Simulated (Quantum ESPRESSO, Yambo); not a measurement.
# NH4Br (P-43m): G0W0 with Yambo, start to end, part 3 of 3

Wanted: ground state, empty states, screening and self-energy for NH4Br (P-43m).

Quantum ESPRESSO 7.5 and Yambo 5.3.0; PBEsol and many-body steps on it, plane waves. Known limits of the many-body steps: not at the basis limit; no spin-orbit coupling; coarse k mesh.

So far. Step 3 (Bands along the symmetry lines): The gap is 4.097 eV, as in the run before at this level. Step 4 (Empty states on the mesh, 4×4×4 mesh, 85 bands): On this mesh the gap is 4.097 eV.

## 6. Screening and self-energy, 4×4×4 mesh, 85 bands, screening to 115.6 eV

Now the one-shot GW correction: screening in the RPA, then the self-energy of the levels asked for.

This step: G0W0 on PBEsol, plane waves, norm-conserving pseudopotentials.

Contents of gw1.in:

```
HF_and_locXC
gw0
dyson
ppa
em1d
rim_cut
RandQpts= 1000000
RandGvec= 1 RL
EXXRLvcs= 72 Ry
VXCRLvcs= 288 Ry
Chimod= "HARTREE"
% BndsRnXp
 1 | 85 |
%
NGsBlkXp= 8.5 Ry
% LongDrXp
 1 | 1 | 1 |
%
% GbndRnge
 1 | 85 |
%
DysSolver= "n"
ExtendOut
PPAPntXp= 27.21138 eV
% QPkrange
 6 | 6 | 7 | 10 |
 1 | 1 | 7 | 10 |
%
```

Run with:

```console
> OMP_NUM_THREADS=1 mpirun -n 4 yambo -F gw1.in -J gw1 -C gw1 > gw1.log
```

The log of the run:

```text
 Yambo, version 5.3.0

 [02] CORE Variables Setup
 =========================

  [... cell, symmetries and grids as in the set-up ...]

  [02.05] Energies & Occupations
  ==============================

  [X] === General ===
  [X] Electronic Temperature                        :  0.000000  0.000000 [eV K]
  [X] Bosonic    Temperature                        :  0.000000  0.000000 [eV K]
  [X] Finite Temperature mode                       : no
  [X] El. density                                   :  0.25000E+24 [cm-3]
  [X] Fermi Level                                   :  1.079024 [eV]

  [X] === Gaps and Widths ===
  [X] Conduction Band Min                           :  4.097338 [eV]
  [X] Valence Band Max                              :  0.000000 [eV]
  [X] Filled Bands                                  :   8
  [X] Empty Bands                                   :    9   85
  [X] Direct Gap                                    :  4.184637 [eV]
  [X] Direct Gap localized at k                     :  1
  [X] Indirect Gap                                  :  4.097338 [eV]
  [X] Indirect Gap between kpts                     :   6   1
  [X] Last valence band width                       :  1.471107 [eV]
  [X] 1st conduction band width                     :  3.655939 [eV]

 [03] Transferred momenta grid and indexing
 ==========================================

 IBZ Q-points                                      :  10
 BZ  Q-points                                      :   64

 K/Q-points units:
 rlu = crystal or reduced units; cc = cartesian coordinates; iku = interal k-units

 Q [ 1]         [rlu]:  0.000000  0.000000  0.000000
 Q [ 2]         [rlu]:  0.000000  0.000000  0.250000
 Q [ 3]         [rlu]:  0.000000  0.000000 -0.500000
 Q [ 4]         [rlu]:  0.000000  0.250000  0.250000
 Q [ 5]         [rlu]:  0.000000  0.250000 -0.500000
 Q [ 6]         [rlu]:  0.000000 -0.500000 -0.500000
 Q [ 7]         [rlu]:  0.250000  0.250000  0.250000
 Q [ 8]         [rlu]:  0.250000  0.250000 -0.500000
 Q [ 9]         [rlu]:  0.250000 -0.500000 -0.500000
 Q [10]         [rlu]: -0.500000 -0.500000 -0.500000

 [04] Coloumb potential Random Integration (RIM)
 ===============================================

  [04.01] RIM initialization
  ==========================

  * Diagonal components only detected *

  8 x (sBL volume)        :  0.071792 [a.u.]
  sBZ random points       :  1000000
  Points outside the sBZ  :   7992674
  RL volume               :  0.574332 [a.u.]
  Integrated volume       :  0.574858 [a.u.]

  [04.02] RIM integrals
  =====================

  Gamma point sphere radius             :  0.075389 [a.u.]
  Points outside the sphere             :   799758
  [Int_sBZ(q=0) 1/q^2]*(Vol_sBZ)^(-1/3) =:  7.677921
                                 should be <:  7.795600

  Summary of Coulomb integrals for non-metallic bands |Q|[au] RIM/Bare

  Q [1] 0.100000E-4 0.984904 * Q [2] 0.207807 1.050352
  Q [4] 0.293884 1.049366 * Q [7] 0.359933 1.034451
  Q [3] 0.415615 1.019613 * Q [5] 0.464671 1.017741
  Q [8] 0.509022 1.015471 * Q [6] 0.587768 1.012059
  Q [9] 0.623422 1.010860 * Q [10] 0.719866 1.008585

 [05] Dipoles
 ============

  [05.01] Setup: observables and procedures
  =========================================

 [06] Dynamic Dielectric Matrix (PPA)
 ====================================

 [WR./gw1//ndb.pp]---------------------------------------------------------------
  Brillouin Zone Q/K grids (IBZ/BZ)                :   10   64   10   64
  RL vectors                                       :   5575 [WF]
  Coulomb cutoff potential                         : none
  Electronic Temperature                           :  0.000000 [K]
  Bosonic    Temperature                           :  0.000000 [K]
  PPA    diel. fun.  energies                      : Perdew, Burke & Ernzerhof SOL(X)+Perdew, Burke & Ernzerhof SOL(C)
  wavefunctions                                    : Perdew, Burke & Ernzerhof SOL(X)+Perdew, Burke & Ernzerhof SOL(C)
  Global Gauge                                     : length
  X matrix size                                    :  179
  X band range                                     :    1   85
  X e/h energy range                               : -1.000000 -1.000000 [eV]
  X Time ordering                                  : R
  X Hxc Kernel                                     : HARTREE
  X Drude frequency                                :  0.000000  0.000000
  X poles                                          :  100.0000 [o/o]
  RL vectors in the sum                            :   5575
  [r,Vnl] included                                 : yes
  Field direction                                  :  0.577350E-5  0.577350E-5  0.577350E-5
  BZ energy Double Grid                            : no
  BZ energy DbGd points                            : 0
  BZ Q point size factor                           : -1.000000
  X Optical Averaged directions                    : none

 [07] Local Exchange-Correlation + Non-Local Fock
 ================================================

 [VXC] Plane waves :   35585
 [EXS] Plane waves :   4553

 QP @ state[ 1 ] K range:  1  1
 QP @ state[ 1 ] b range:   7  10
 QP @ state[ 2 ] K range:   6   6
 QP @ state[ 2 ] b range:   7  10

 [xc] Functional : Perdew, Burke & Ernzerhof SOL(X)+Perdew, Burke & Ernzerhof SOL(C)
 [xc] LIBXC used to calculate xc functional
  PP Number of Atomic Species                      :  3
  NLCC RL compoments                               :   35585
  PP Number of Atomic Species                      :  3
  NLCC RL compoments                               :   35585

 [xc] E_xc :  -6.509624 [Ha]
      E_xc :  -13.01925 [Ry]

  Local XC kind (lXC) : Perdew, Burke & Ernzerhof SOL(X)+Perdew, Burke & Ernzerhof SOL(C)
  Non-Local XC kind (nlXC) : Hartree-Fock

  Corrections @ K [1] :  [eV]
 <7|nlXC|7> = -16.66518 -0.72572E-17 <7|lXC|7> = -12.99873 -0.11801E-16
 <8|nlXC|8> = -16.66521  0.33323E-17 <8|lXC|8> = -12.99873  0.000000
 <9|nlXC|9> = -5.012818 -0.13038E-17 <9|lXC|9> = -9.265701  0.47204E-16
 <10|nlXC|10> = -2.999239 -0.15611E-17 <10|lXC|10> = -7.167321 -0.28323E-15

  Corrections @ K [6] :  [eV]
 <7|nlXC|7> = -16.53422  0.28932E-17 <7|lXC|7> = -12.54733  0.11801E-16
 <8|nlXC|8> = -16.53186  0.24844E-16 <8|lXC|8> = -12.86961  0.000000
 <9|nlXC|9> = -4.391801 -0.25586E-18 <9|lXC|9> = -8.740475 -0.47204E-16
 <10|nlXC|10> = -4.300162  0.20348E-17 <10|lXC|10> = -8.981474 -0.23602E-16

 [08] Dyson equation: Newton solver
 ==================================

  [08.01] G0W0 (W PPA)
  ====================

  [  GW  ] Bands range     :    1   85
  [GW/PPA] G damping       :  0.100000 [eV]

  QP @ state[ 1 ] K range:  1  1
  QP @ state[ 1 ] b range:   7  10
  QP @ state[ 2 ] K range:   6   6
  QP @ state[ 2 ] b range:   7  10

   Sc/G bands                                       :    1   85
   Sc/G damping                                     :  0.100000 ev
   Sc bands terminator                              : no
   Sx RL components                                 :   4553

   QP @ state[ 1 ] K range                          :  1  1
   QP @ state[ 1 ] b range                          :   7  10
   QP @ state[ 2 ] K range                          :   6   6
   QP @ state[ 2 ] b range                          :   7  10
   GF energies kind                                 : Perdew, Burke & Ernzerhof SOL(X)+Perdew, Burke & Ernzerhof SOL(C)
   GF WF`s kind                                     : Perdew, Burke & Ernzerhof SOL(X)+Perdew, Burke & Ernzerhof SOL(C)
   Xs energies kind                                 : Perdew, Burke & Ernzerhof SOL(X)+Perdew, Burke & Ernzerhof SOL(C)
   Xs WF`s kind                                     : Perdew, Burke & Ernzerhof SOL(X)+Perdew, Burke & Ernzerhof SOL(C)

 [11] Game Over & Game summary
```

It took 35 s on 4 MPI ranks of Arm Neoverse V2, shared host; peak memory 1.5 GiB; 2.2 min of CPU time.

This step gave:

* G0W0 gap on the points computed: 6.446 eV
* starting gap on the mesh: 4.097 eV
* k of the valence top: 0, -0.5, -0.5
* k of the conduction bottom: 0, 0, 0
* least direct G0W0 gap on the computed points: 6.517 eV
* Z at the valence top: 0.8192
* Z at the conduction bottom: 0.8540

The gap on the mesh goes from 4.10 eV to 6.45 eV, a correction of +2.35 eV.

Limits: finite bands, cutoff and mesh; no spin-orbit coupling; coarse k mesh. v1 is the top filled band, c1 the lowest empty one. Levels before and after the correction, in eV, zero at the valence-band top of each column:

|  | conduction bottom | valence top |
| --- | --- | --- |
| Kohn-Sham | 4.10 | 0.00 |
| G0W0 | 6.45 | 0.00 |

|  | level | energy (eV) |
| --- | --- | --- |
| Kohn-Sham | Γ v2-v1 | -0.087 |
| Kohn-Sham | Γ c1 | 4.097 |
| Kohn-Sham | Γ c2 | 6.799 |
| Kohn-Sham | (0 -0.5 -0.5) v2 | -1.071 |
| Kohn-Sham | (0 -0.5 -0.5) v1 | 0.000 |
| Kohn-Sham | (0 -0.5 -0.5) c1 | 5.564 |
| Kohn-Sham | (0 -0.5 -0.5) c2 | 6.473 |
| G0W0 | Γ v2-v1 | -0.071 |
| G0W0 | Γ c1 | 6.446 |
| G0W0 | Γ c2 | 9.026 |
| G0W0 | (0 -0.5 -0.5) v2 | -1.167 |
| G0W0 | (0 -0.5 -0.5) v1 | 0.000 |
| G0W0 | (0 -0.5 -0.5) c1 | 7.936 |
| G0W0 | (0 -0.5 -0.5) c2 | 9.069 |

## 7. Where the time went

Times are wall times on the hardware named with each run, good to a factor of about two.

| step | time | share | memory (GiB) |
| --- | --- | --- | --- |
| ground state | 5 s | 9 % | 0.27 |
| bands along the symmetry lines | 3.9 s | 7 % | 0.23 |
| empty states on the mesh | 7.6 s | 14 % | 0.33 |
| conversion and set-up | 2.2 s | 4 % | 0.25 |
| screening and self-energy | 35 s | 65 % | 1.5 |

## 8. What came out

```json
{
  "PBEsol gap": "4.10 eV, indirect",
  "G0W0 gap on the mesh": "6.45 eV",
  "GW settings": "4×4×4 mesh, 85 bands, screening to 115.6 eV, Godby-Needs plasmon pole",
  "known limits": "not at the basis limit; no spin-orbit coupling; coarse k mesh"
}
```

In words: G0W0 moves the gap on the mesh from 4.10 eV to 6.45 eV (+2.35 eV), with Z of 0.82 and 0.85 at the edges. Only 2 of the mesh's irreducible points were corrected, so a valley elsewhere could overtake. The dearest step here is «screening and self-energy». Bands and cutoff are finite, so the gap is not at the basis limit. The miss can reach some tenths of an eV and take either sign; the mesh is an error of its own. In the G0W0 run levels were corrected at 2 k points alone, so a gap called «on the mesh» is the least over those, and an edge elsewhere would be missed. The 4×4×4 mesh is coarse for this cell, which bears on the long-range parts of exchange and screening. The many-body steps are scalar-relativistic: spin-orbit coupling is not in them.

[Paths, hosts, dates, memory and timing lines, banners, echoed tables and standing remarks are left out of the program output.]

[Logs are printed without paths, hosts, clocks, repeated set-up lines and the standing remarks that a program may print on its own settings, such as how far it seeks lower states.]

[Runs of the session that timed out or met a known fault of the program may be left out.]

[Hosts, paths, dates, database ids (printed as entryN), source tags and the programs' standing remarks are cut or masked in the printed files.]
